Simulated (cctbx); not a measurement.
**Resonant diffraction in VWSe2S2**

Space group P2_1/c (no. 14), a = 6.0550 Å, b = 6.1650 Å, c = 6.2200 Å, α = 90.00°, β = 90.33°, γ = 90.00°.

```csv
atom,mult.,x,y,z,Ueq (Å²)
W1,2,0,0,0,0.0090
Se1,4,0.1096,0.6059,0.1239,0.0137
V1,2,1/2,0,1/2,0.0181
S1,4,0.3868,0.3759,0.6078,0.0144
```

The model was made for the exercise: a known structure type with other elements put in, its volume estimated, not relaxed; displacement parameters are assumed.

Calculated with cctbx: free-atom f′ and f″ from the Sasaki tables, no fine structure; amplitudes in electrons.

```csv
E (eV),F 0 2 0,F 2 0 0,F 0 0 2,F 1 1 0
9607,172.8,173.2,159.2,20.2
9957,169.1,169.5,155.7,20.1
10087,166.1,166.5,152.6,20.0
10147,163.4,163.8,150.0,20.0
10177,160.6,161.0,147.2,20.0
10192,157.8,158.2,144.4,20.0
10199,155.3,155.7,141.9,20.0
10203,152.6,153.0,139.2,20.0
10211,153.1,153.6,139.9,20.0
10215,156.3,156.7,143.0,20.0
10222,159.0,159.4,145.7,20.0
10237,162.0,162.4,148.7,20.0
10267,164.9,165.3,151.6,19.9
10357,168.5,169.0,155.3,19.9
10607,172.3,172.7,159.1,19.8
```

**Question.** Which edge is crossed, and why do the reflections move as they do?

The L3 edge of W. The edge is at 10207 eV. f′ of W falls from -12.1 e at 10087 eV to -19.0 e at 4 eV below it, and f″ steps from 3.80 to 10.48 e across it. Over that approach |F| changes by -8 % (0 2 0), -8 % (2 0 0), -9 % (0 0 2) and +0 % (1 1 0): a reflection falls where W scatters in phase with the total and rises where it scatters against it; it hardly moves where the W term is small or cancels by symmetry. Above the edge the larger f″ enters the imaginary part, where it can add to or cancel the other atoms' f″. The structure is centrosymmetric, so Friedel mates stay equal.

[Logs are printed without paths, hosts, clocks, repeated set-up lines and the standing remarks that a program may print on its own settings, such as how far it seeks lower states.]
